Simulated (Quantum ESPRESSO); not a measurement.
# 1T-HfO2, 1 layer: a series in biaxial strain, part 4 of 7

Aim: how the results for 1T-HfO2, 1 layer change with biaxial strain.

Quantum ESPRESSO 7.5; plane-wave DFT, PBE, GBRV ultrasoft pseudopotentials.

So far. Step 2 (Variable-cell relaxation of the reference):  The last row is no step: it is a fresh SCF in the final cell with a new plane-wave basis, +0 meV from the row before. Step 3 (Relaxation with pw.x, -4 %): The relaxation lowers the energy by 26 meV an atom.

## 6. Bands along a path, -4 %

Bands along a path place the edges.

m0.bands.in reads:

```
&control
  prefix = 'm0.bands'
  outdir = './out'
  pseudo_dir = './pseudo'
  calculation = 'bands'
/
&system
  ibrav = 0
  nat = 3
  ntyp = 2
  ecutwfc = 40
  ecutrho = 200
  occupations = 'smearing'
  smearing = 'fd'
  degauss = 0.002
  nbnd = 18
/
&electrons
  conv_thr = 1e-07
  mixing_beta = 0.4
  electron_maxstep = 120
  mixing_mode = 'plain'
/
ATOMIC_SPECIES
  O   15.9990  o_pbe_v1.2.uspp.F.UPF
  Hf  178.4900  hf_pbe_v1.uspp.F.UPF
CELL_PARAMETERS angstrom
  3.11666098272000 0.00000000000000 0.00000000000000
  -1.55833049184000 2.69910758592000 0.00000000000000
  0.00000000000000 0.00000000000000 17.51859087600000
ATOMIC_POSITIONS crystal
  O   0.666666666700 0.333333333300 0.441328759000
  Hf  0.000000000000 0.000000000000 0.500000000000
  O   0.333333333300 0.666666666700 0.558671241000
K_POINTS crystal_b
4
  0.0000000000 0.0000000000 0.0000000000 12
  0.5000000000 0.0000000000 0.0000000000 12
  0.3333333333 0.3333333333 0.0000000000 12
  0.0000000000 0.0000000000 0.0000000000 1
```

Command:

```bash
$ cp -r out/m0.scf.save out/m0.bands.save
$ cp out/m0.scf.xml out/m0.bands.xml
$ OMP_NUM_THREADS=1 mpirun -n 4 pw.x -nk 4 -in m0.bands.in > m0.bands.out
```

The program printed:

```text
[banner, memory and clock lines left out]
Program PWSCF v.7.5 starts

          URL

     Atomic positions and unit cell read from directory:
     ./out/m0.bands.save/

     Message from routine setup:
     using ibrav=0 with symmetry is DISCOURAGED, use correct ibrav instead

     G-vector sticks info

     bravais-lattice index     =            0
     lattice parameter (alat)  =       5.8896  a.u.
     unit-cell volume          =     994.5017 (a.u.)^3
     number of atoms/cell      =            3
     number of atomic types    =            2
     number of electrons       =        24.00
     number of Kohn-Sham states=           18
     kinetic-energy cutoff     =      40.0000  Ry
     charge density cutoff     =     200.0000  Ry
     Exchange-correlation= SLA  PW   PBE  PBE
                           (   1   4   3   4   0   0   0)

     celldm(1)=   5.889636  celldm(2)=   0.000000  celldm(3)=   0.000000
     celldm(4)=   0.000000  celldm(5)=   0.000000  celldm(6)=   0.000000

     crystal axes: (cart. coord. in units of alat)
               a(1) = (   1.000000   0.000000   0.000000 )
               a(2) = (  -0.500000   0.866025   0.000000 )
               a(3) = (   0.000000   0.000000   5.620949 )

     reciprocal axes: (cart. coord. in units 2 pi/alat)
               b(1) = (  1.000000  0.577350 -0.000000 )
               b(2) = (  0.000000  1.154701  0.000000 )
               b(3) = (  0.000000 -0.000000  0.177906 )

     PseudoPot. # 1 for O  read from file:
     ./pseudo/o_pbe_v1.2.uspp.F.UPF
     Pseudo is Ultrasoft + core correction, Zval =  6.0
     Generated by new atomic code, or converted to UPF format
     Using radial grid of  737 points,  5 beta functions with:
                l(1) =   0
                l(2) =   0
                l(3) =   1
                l(4) =   1
                l(5) =   2
     Q(r) pseudized with  8 coefficients,  rinner =    0.900   0.900   0.900
                                                       0.900   0.900

     PseudoPot. # 2 for Hf read from file:
     ./pseudo/hf_pbe_v1.uspp.F.UPF
     Pseudo is Ultrasoft + core correction, Zval = 12.0
     Generated by new atomic code, or converted to UPF format
     Using radial grid of  921 points,  8 beta functions with:
                l(1) =   0
                l(2) =   0
                l(3) =   0
                l(4) =   1
                l(5) =   1
                l(6) =   2
                l(7) =   2
                l(8) =   3
     Q(r) pseudized with  6 coefficients,  rinner =    1.200   1.200   1.200
                                                       1.200   1.200   1.200
                                                       1.200

     atomic species   valence    mass     pseudopotential
     O                 6.00    15.99900     O ( 1.00)
     Hf               12.00   178.49000     Hf( 1.00)

     12 Sym. Ops., with inversion, found

   Cartesian axes

     site n.     atom                  positions (alat units)
         1        O      tau(   1) = (   0.5000000   0.2886751   2.4806862  )
         2        Hf     tau(   2) = (   0.0000000   0.0000000   2.8104743  )
         3        O      tau(   3) = (  -0.0000000   0.5773503   3.1402623  )

     number of k points=    37  Fermi-Dirac smearing, width (Ry)=  0.0020
                       cart. coord. in units 2pi/alat
        k(    1) = (   0.0000000   0.0000000   0.0000000), wk =   0.0540541
        k(    2) = (   0.0416667   0.0240563   0.0000000), wk =   0.0540541
        k(    3) = (   0.0833333   0.0481125   0.0000000), wk =   0.0540541
        k(    4) = (   0.1250000   0.0721688   0.0000000), wk =   0.0540541
        k(    5) = (   0.1666667   0.0962250   0.0000000), wk =   0.0540541
        k(    6) = (   0.2083333   0.1202813   0.0000000), wk =   0.0540541
        k(    7) = (   0.2500000   0.1443376   0.0000000), wk =   0.0540541
        k(    8) = (   0.2916667   0.1683938   0.0000000), wk =   0.0540541
        k(    9) = (   0.3333333   0.1924501   0.0000000), wk =   0.0540541
        k(   10) = (   0.3750000   0.2165064   0.0000000), wk =   0.0540541
        k(   11) = (   0.4166667   0.2405626   0.0000000), wk =   0.0540541
        k(   12) = (   0.4583333   0.2646189   0.0000000), wk =   0.0540541
        k(   13) = (   0.5000000   0.2886751   0.0000000), wk =   0.0540541
        k(   14) = (   0.4861111   0.3127314   0.0000000), wk =   0.0540541
        k(   15) = (   0.4722222   0.3367877   0.0000000), wk =   0.0540541
        k(   16) = (   0.4583333   0.3608439   0.0000000), wk =   0.0540541
        k(   17) = (   0.4444444   0.3849002   0.0000000), wk =   0.0540541
        k(   18) = (   0.4305556   0.4089564   0.0000000), wk =   0.0540541
        k(   19) = (   0.4166667   0.4330127   0.0000000), wk =   0.0540541
        k(   20) = (   0.4027778   0.4570690   0.0000000), wk =   0.0540541
        k(   21) = (   0.3888889   0.4811252   0.0000000), wk =   0.0540541
        k(   22) = (   0.3750000   0.5051815   0.0000000), wk =   0.0540541
        k(   23) = (   0.3611111   0.5292377   0.0000000), wk =   0.0540541
        k(   24) = (   0.3472222   0.5532940   0.0000000), wk =   0.0540541
        k(   25) = (   0.3333333   0.5773503   0.0000000), wk =   0.0540541
        k(   26) = (   0.3055556   0.5292377   0.0000000), wk =   0.0540541
        k(   27) = (   0.2777778   0.4811252   0.0000000), wk =   0.0540541
        k(   28) = (   0.2500000   0.4330127   0.0000000), wk =   0.0540541
        k(   29) = (   0.2222222   0.3849002   0.0000000), wk =   0.0540541
        k(   30) = (   0.1944444   0.3367877   0.0000000), wk =   0.0540541
        k(   31) = (   0.1666667   0.2886751   0.0000000), wk =   0.0540541
        k(   32) = (   0.1388889   0.2405626   0.0000000), wk =   0.0540541
        k(   33) = (   0.1111111   0.1924501   0.0000000), wk =   0.0540541
        k(   34) = (   0.0833333   0.1443376   0.0000000), wk =   0.0540541
        k(   35) = (   0.0555556   0.0962250   0.0000000), wk =   0.0540541
        k(   36) = (   0.0277778   0.0481125   0.0000000), wk =   0.0540541
        k(   37) = (   0.0000000   0.0000000   0.0000000), wk =   0.0540541

     Dense  grid:    47447 G-vectors     FFT dimensions: (  27,  27, 150)

     Smooth grid:    34003 G-vectors     FFT dimensions: (  24,  24, 135)

     Check: negative core charge=   -0.000017

     The potential is recalculated from file :
     ./out/m0.bands.save/charge-density

     negative rho (up, down):  1.100E-01 0.000E+00
     Starting wfcs are   21 randomized atomic wfcs

     Band Structure Calculation
     Davidson diagonalization with overlap

     ethr =  4.17E-10,  avg # of iterations = 32.7

     End of band structure calculation

[...]
-7.3189  -4.5815  -4.4365  -4.2619   1.4770   1.7258   2.5275   3.1885
     3.3971   3.7306

          k = 0.1250 0.0722 0.0000 (  4209 PWs)   bands (ev):

   -63.6306 -32.5762 -32.2305 -32.0790 -20.8225 -19.2964  -7.4318  -7.2651
    -7.2169  -4.8475  -4.3738  -4.3732   1.4015   1.9383   2.7560   3.2990
     3.5298   3.8626

          k = 0.1667 0.0962 0.0000 (  4202 PWs)   bands (ev):

   -63.6242 -32.5496 -32.3542 -32.1015 -20.6323 -19.4102  -7.4263  -7.0944
    -7.0890  -5.2291  -4.4996  -4.2332   1.3132   2.2060   2.9575   3.4651
     3.7091   4.0924

          k = 0.2083 0.1203 0.0000 (  4220 PWs)   bands (ev):

   -63.6168 -32.5353 -32.4770 -32.1275 -20.4318 -19.5212  -7.4226  -6.9500
    -6.9095  -5.5814  -4.6205  -4.1181   1.2239   2.5081   3.0581   3.7259
     3.9468   4.4140

          k = 0.2500 0.1443 0.0000 (  4224 PWs)   bands (ev):

   -63.6088 -32.6525 -32.4706 -32.1553 -20.2711 -19.5849  -7.4542  -6.8173
    -6.7561  -5.7943  -4.7169  -4.0604   1.1387   2.8261   3.0885   4.0418
     4.2789   4.8037

          k = 0.2917 0.1684 0.0000 (  4244 PWs)   bands (ev):

   -63.6007 -32.7927 -32.4361 -32.1830 -20.2201 -19.5371  -7.5768  -6.7078
    -6.6520  -5.7831  -4.7752  -4.0763   1.0575   3.0973   3.1431   4.3959
     4.7147   5.2461

          k = 0.3333 0.1925 0.0000 (  4262 PWs)   bands (ev):

   -63.5932 -32.9209 -32.4021 -32.2086 -20.2709 -19.3922  -7.7913  -6.6321
    -6.5268  -5.6229  -4.7915  -4.1622   0.9800   3.1056   3.4435   4.8178
     5.2295   5.7371

          k = 0.3750 0.2165 0.0000 (  4264 PWs)   bands (ev):

   -63.5868 -33.0285 -32.3722 -32.2304 -20.3533 -19.2268  -8.0290  -6.5902
    -6.3441  -5.4461  -4.7744  -4.2912   0.9085   3.1179   3.7104   5.3185
     5.8055   6.2759

          k = 0.4167 0.2406 0.0000 (  4242 PWs)   bands (ev):

   -63.5818 -33.1094 -32.3489 -32.2470 -20.4275 -19.0874  -8.2301  -6.5729
    -6.1171  -5.3540  -4.7419  -4.4092   0.8489   3.1314   3.9241   5.8827
     6.4232   6.8577

          k = 0.4583 0.2646 0.0000 (  4256 PWs)   bands (ev):

   -63.5787 -33.1597 -32.3342 -32.2575 -20.4768 -18.9963  -8.3615  -6.5684
    -5.8702  -5.4115  -4.7132  -4.4640   0.8084   3.1417   4.0639   6.4543
     7.0241   7.4489

          k = 0.5000 0.2887 0.0000 (  4272 PWs)   bands (ev):

   -63.5777 -33.1768 -32.3292 -32.2611 -20.4939 -18.9648  -8.4070  -6.5679
    -5.6847  -5.5413  -4.7020  -4.4723   0.7939   3.1454   4.1127   6.7875
     7.3398   7.6379

          k = 0.4861 0.3127 0.0000 (  4270 PWs)   bands (ev):

   -63.5776 -33.1739 -32.3288 -32.2672 -20.4851 -18.9721  -8.3921  -6.5779
    -5.6718  -5.5394  -4.7269  -4.4726   0.8121   3.1356   4.0865   6.7979
     7.3057   7.6403

          k = 0.4722 0.3368 0.0000 (  4270 PWs)   bands (ev):

   -63.5772 -33.1653 -32.3275 -32.2855 -20.4590 -18.9937  -8.3477  -6.6052
    -5.6358  -5.5341  -4.7992  -4.4738   0.8651   3.1065   4.0125   6.8282
     7.2337   7.6650

          k = 0.4583 0.3608 0.0000 (  4264 PWs)   bands (ev):

   -63.5766 -33.1511 -32.3255 -32.3151 -20.4165 -19.0290  -8.2747  -6.6437
    -5.5838  -5.5276  -4.9119  -4.4763   0.9485   3.0598   3.9022   6.8765
     7.1580   7.7154

          k = 0.4444 0.3849 0.0000 (  4272 PWs)   bands (ev):

   -63.5759 -33.1315 -32.3549 -32.3228 -20.3592 -19.0768  -8.1746  -6.6869
    -5.5257  -5.5233  -5.0524  -4.4806   1.0554   2.9978   3.7696   6.9385
     7.0903   7.7877

          k = 0.4306 0.4090 0.0000 (  4290 PWs)   bands (ev):

   -63.5750 -33.1067 -32.4035 -32.3196 -20.2892 -19.1356  -8.0497  -6.7294
    -5.5463  -5.4607  -5.1952  -4.4879   1.1787   2.9247   3.6273   7.0087
     7.0342   7.8800

          k = 0.4167 0.4330 0.0000 (  4278 PWs)   bands (ev):

   -63.5741 -33.0770 -32.4588 -32.3160 -20.2090 -19.2035  -7.9027  -6.7677
    -5.6324  -5.4005  -5.2895  -4.4990   1.3105   2.8460   3.4851   6.9924
     7.0795   7.9911

          k = 0.4028 0.4571 0.0000 (  4286 PWs)   bands (ev):

   -63.5731 -33.0428 -32.5190 -32.3122 -20.1213 -19.2786  -7.7373  -6.7997
    -5.7980  -5.3458  -5.3145  -4.5149   1.4426   2.7691   3.3488   6.9670
     7.1421   8.1200

          k = 0.3889 0.4811 0.0000 (  4278 PWs)   bands (ev):

   -63.5721 -33.0044 -32.5818 -32.3086 -20.0293 -19.3585  -7.5578  -6.8244
    -6.0009  -5.3061  -5.2985  -4.5358   1.5656   2.7042   3.2213   6.9605
     7.1882   8.2654

          k = 0.3750 0.5052 0.0000 (  4286 PWs)   bands (ev):

   -63.5712 -32.9624 -32.6454 -32.3053 -19.9361 -19.4409  -7.3694  -6.8415
    -6.2135  -5.2869  -5.2602  -4.5604   1.6689   2.6640   3.1032   6.9745
     7.2112   8.4252

          k = 0.3611 0.5292 0.0000 (  4280 PWs)   bands (ev):

   -63.5705 -32.9173 -32.7075 -32.3026 -19.8447 -19.5236  -7.1783  -6.8515
    -6.4228  -5.2650  -5.2332  -4.5856   1.7416   2.6617   2.9931   7.0090
     7.2079   8.5941

          k = 0.3472 0.5533 0.0000 (  4266 PWs)   bands (ev):

   -63.5701 -32.8695 -32.7661 -32.3008 -19.7584 -19.6040  -6.9924  -6.8551
    -6.6199  -5.2442  -5.2208  -4.6057   1.7795   2.7046   2.8889   7.0612
     7.1784   8.7562

          k = 0.3333 0.5774 0.0000 (  4272 PWs)   bands (ev):

   -63.5699 -32.8198 -32.8198 -32.3002 -19.6802 -19.6802  -6.8537  -6.8537
    -6.7641  -5.2265  -5.2265  -4.6138   1.7892   2.7880   2.7880   7.1245
     7.1245   8.8465

          k = 0.3056 0.5292 0.0000 (  4262 PWs)   bands (ev):

   -63.5707 -32.9056 -32.7167 -32.3031 -19.8115 -19.5587  -7.1160  -6.8421
    -6.5074  -5.2946  -5.2044  -4.5756   1.7768   2.5892   3.0276   6.9516
     7.2232   8.3888

          k = 0.2778 0.4811 0.0000 (  4258 PWs)   bands (ev):

   -63.5732 -32.9548 -32.6133 -32.3126 -19.9038 -19.4990  -7.3116  -6.8340
    -6.3301  -5.4019  -5.2030  -4.4708   1.7820   2.3880   3.2949   6.6878
     7.0346   7.8256

          k = 0.2500 0.4330 0.0000 (  4268 PWs)   bands (ev):

   -63.5777 -32.9613 -32.5155 -32.3277 -19.9479 -19.5128  -7.3882  -6.8526
    -6.2908  -5.4828  -5.2309  -4.3297   1.8281   2.1859   3.5302   6.2938
     6.4152   7.0035

          k = 0.2222 0.3849 0.0000 (  4252 PWs)   bands (ev):

   -63.5840 -32.9233 -32.4369 -32.3384 -19.9397 -19.6033  -7.3463  -6.9170
    -6.3688  -5.4854  -5.3050  -4.1843   1.9109   1.9903   3.6772   5.7250
     5.7442   6.3136

          k = 0.1944 0.3368 0.0000 (  4266 PWs)   bands (ev):

   -63.5920 -32.8428 -32.4218 -32.3024 -19.8807 -19.7642  -7.2074  -7.0233
    -6.5220  -5.4246  -5.3938  -4.0661   1.8109   2.0132   3.6878   5.1014
     5.1283   5.7155

          k = 0.1667 0.2887 0.0000 (  4246 PWs)   bands (ev):

   -63.6010 -32.7261 -32.4513 -32.2379 -19.9809 -19.7780  -7.1459  -7.0288
    -6.7117  -5.5394  -5.2247  -4.0046   1.6585   2.1054   3.5585   4.5485
     4.5794   5.1764

          k = 0.1389 0.2406 0.0000 (  4226 PWs)   bands (ev):

   -63.6105 -32.5837 -32.4899 -32.1786 -20.2322 -19.6439  -7.2579  -6.9235
    -6.9095  -5.5324  -5.0082  -4.0198   1.5436   2.1424   3.3538   4.0438
     4.1663   4.6938

          k = 0.1111 0.1925 0.0000 (  4220 PWs)   bands (ev):

   -63.6197 -32.5290 -32.4300 -32.1301 -20.4928 -19.4948  -7.3419  -7.0957
    -6.9797  -5.3105  -4.7777  -4.1115   1.4760   2.0813   3.1417   3.6364
     3.8494   4.2772

          k = 0.0833 0.1443 0.0000 (  4206 PWs)   bands (ev):

   -63.6278 -32.5640 -32.2820 -32.0931 -20.7354 -19.3498  -7.3910  -7.2585
    -7.1330  -4.9441  -4.5783  -4.2430   1.4596   1.9316   2.8899   3.3709
     3.6087   3.9566

          k = 0.0556 0.0962 0.0000 (  4202 PWs)   bands (ev):

   -63.6342 -32.5916 -32.1584 -32.0672 -20.9329 -19.2285  -7.4092  -7.3922
    -7.2824  -4.5599  -4.5338  -4.2754   1.4842   1.7517   2.5999   3.2198
     3.4332   3.7624

          k = 0.0278 0.0481 0.0000 (  4197 PWs)   bands (ev):

   -63.6382 -32.6091 -32.0759 -32.0519 -21.0623 -19.1477  -7.4873  -7.4093
    -7.3764  -4.6289  -4.2680  -4.1937   1.5223   1.6013   2.3798   3.1226
     3.3238   3.6761

          k = 0.0000 0.0000 0.0000 (  4201 PWs)   bands (ev):

   -63.6396 -32.6152 -32.0469 -32.0469 -21.1073 -19.1194  -7.5226  -7.4069
    -7.4069  -4.6735  -4.1579  -4.1579   1.5404   1.5404   2.3003   3.0870
     3.2864   3.6531

     XML data file, pseudopotentials, collected wavefunctions

                                        0.00s GPU  (     329 calls)
```

It took 13 s on 4 MPI ranks of Intel Xeon Platinum 8259CL at 2.50GHz (Skylake/Cascade Lake), shared host; peak memory 0.33 GiB; 50 s of CPU time.

Band numbers count within the set of bands kept for display. Electronic bands along the path, in eV, zero at the highest filled level of the SCF mesh; v1 is the highest filled band, c1 the lowest empty one:

| point | v4 | v3 | v2 | v1 | c1 | c2 | c3 |
| --- | --- | --- | --- | --- | --- | --- | --- |
| Γ | -3.40 | -0.67 | -0.15 | -0.15 | 5.54 | 5.54 | 6.30 |
| halfway | -2.75 | -1.79 | -0.71 | -0.06 | 5.14 | 6.83 | 7.09 |
| M | -1.68 | -1.54 | -0.70 | -0.47 | 4.80 | 7.15 | 8.12 |
| halfway | -1.63 | -1.40 | -1.28 | -0.49 | 5.32 | 6.85 | 7.49 |
| K | -2.76 | -1.22 | -1.22 | -0.61 | 5.79 | 6.79 | 6.79 |
| halfway | -2.71 | -1.53 | -1.22 | 0.00 | 5.66 | 6.11 | 7.56 |
| Γ | -3.40 | -0.67 | -0.15 | -0.15 | 5.54 | 5.54 | 6.30 |

The electronic bands as a text plot (rows in eV, shown from -4.4 to 6.3 only):

```
    6.1 |+   ++++                             ++++++++++++++    +
    5.6 |++++                       ++++++++++++  +++++++++++++++
    5.2 |    +++++++++++         +++
    4.7 |               +++++++++
    4.3 |
    3.9 |
    3.4 |
    3.0 |
    2.5 |
    2.1 |
    1.6 |
    1.2 |
    0.7 |
    0.3 |
   -0.2 |****************                     *******************
   -0.6 |****  *******************************          *********
   -1.1 |    ****               ***   **********    ****  **
   -1.5 |        *    *****************   ****************
   -1.9 |         ****   ****       **
   -2.4 |             **********      *** **********
   -2.8 |        *******        **************************
   -3.3 |***********                  **  ***********************
   -3.7 |*          ****           ***                          *
   -4.2 |               ***********
         Γ                   M           K                      Γ
```

Along this path the valence top lies between K and Γ and the conduction bottom at M.

[end of part 4 of 7]

[Logs are printed without paths, hosts, clocks, repeated set-up lines and the standing remarks that a program may print on its own settings, such as how far it seeks lower states.]

[Hosts, paths, dates, database ids (printed as entryN), source tags and the programs' standing remarks are cut or masked in the printed files.]

[Maps of the electrostatic potential energy from Ansatz leave out the sawtooth potential of an applied field or a dipole correction, so their vacuum need not be flat; planar profiles and work functions include it.]
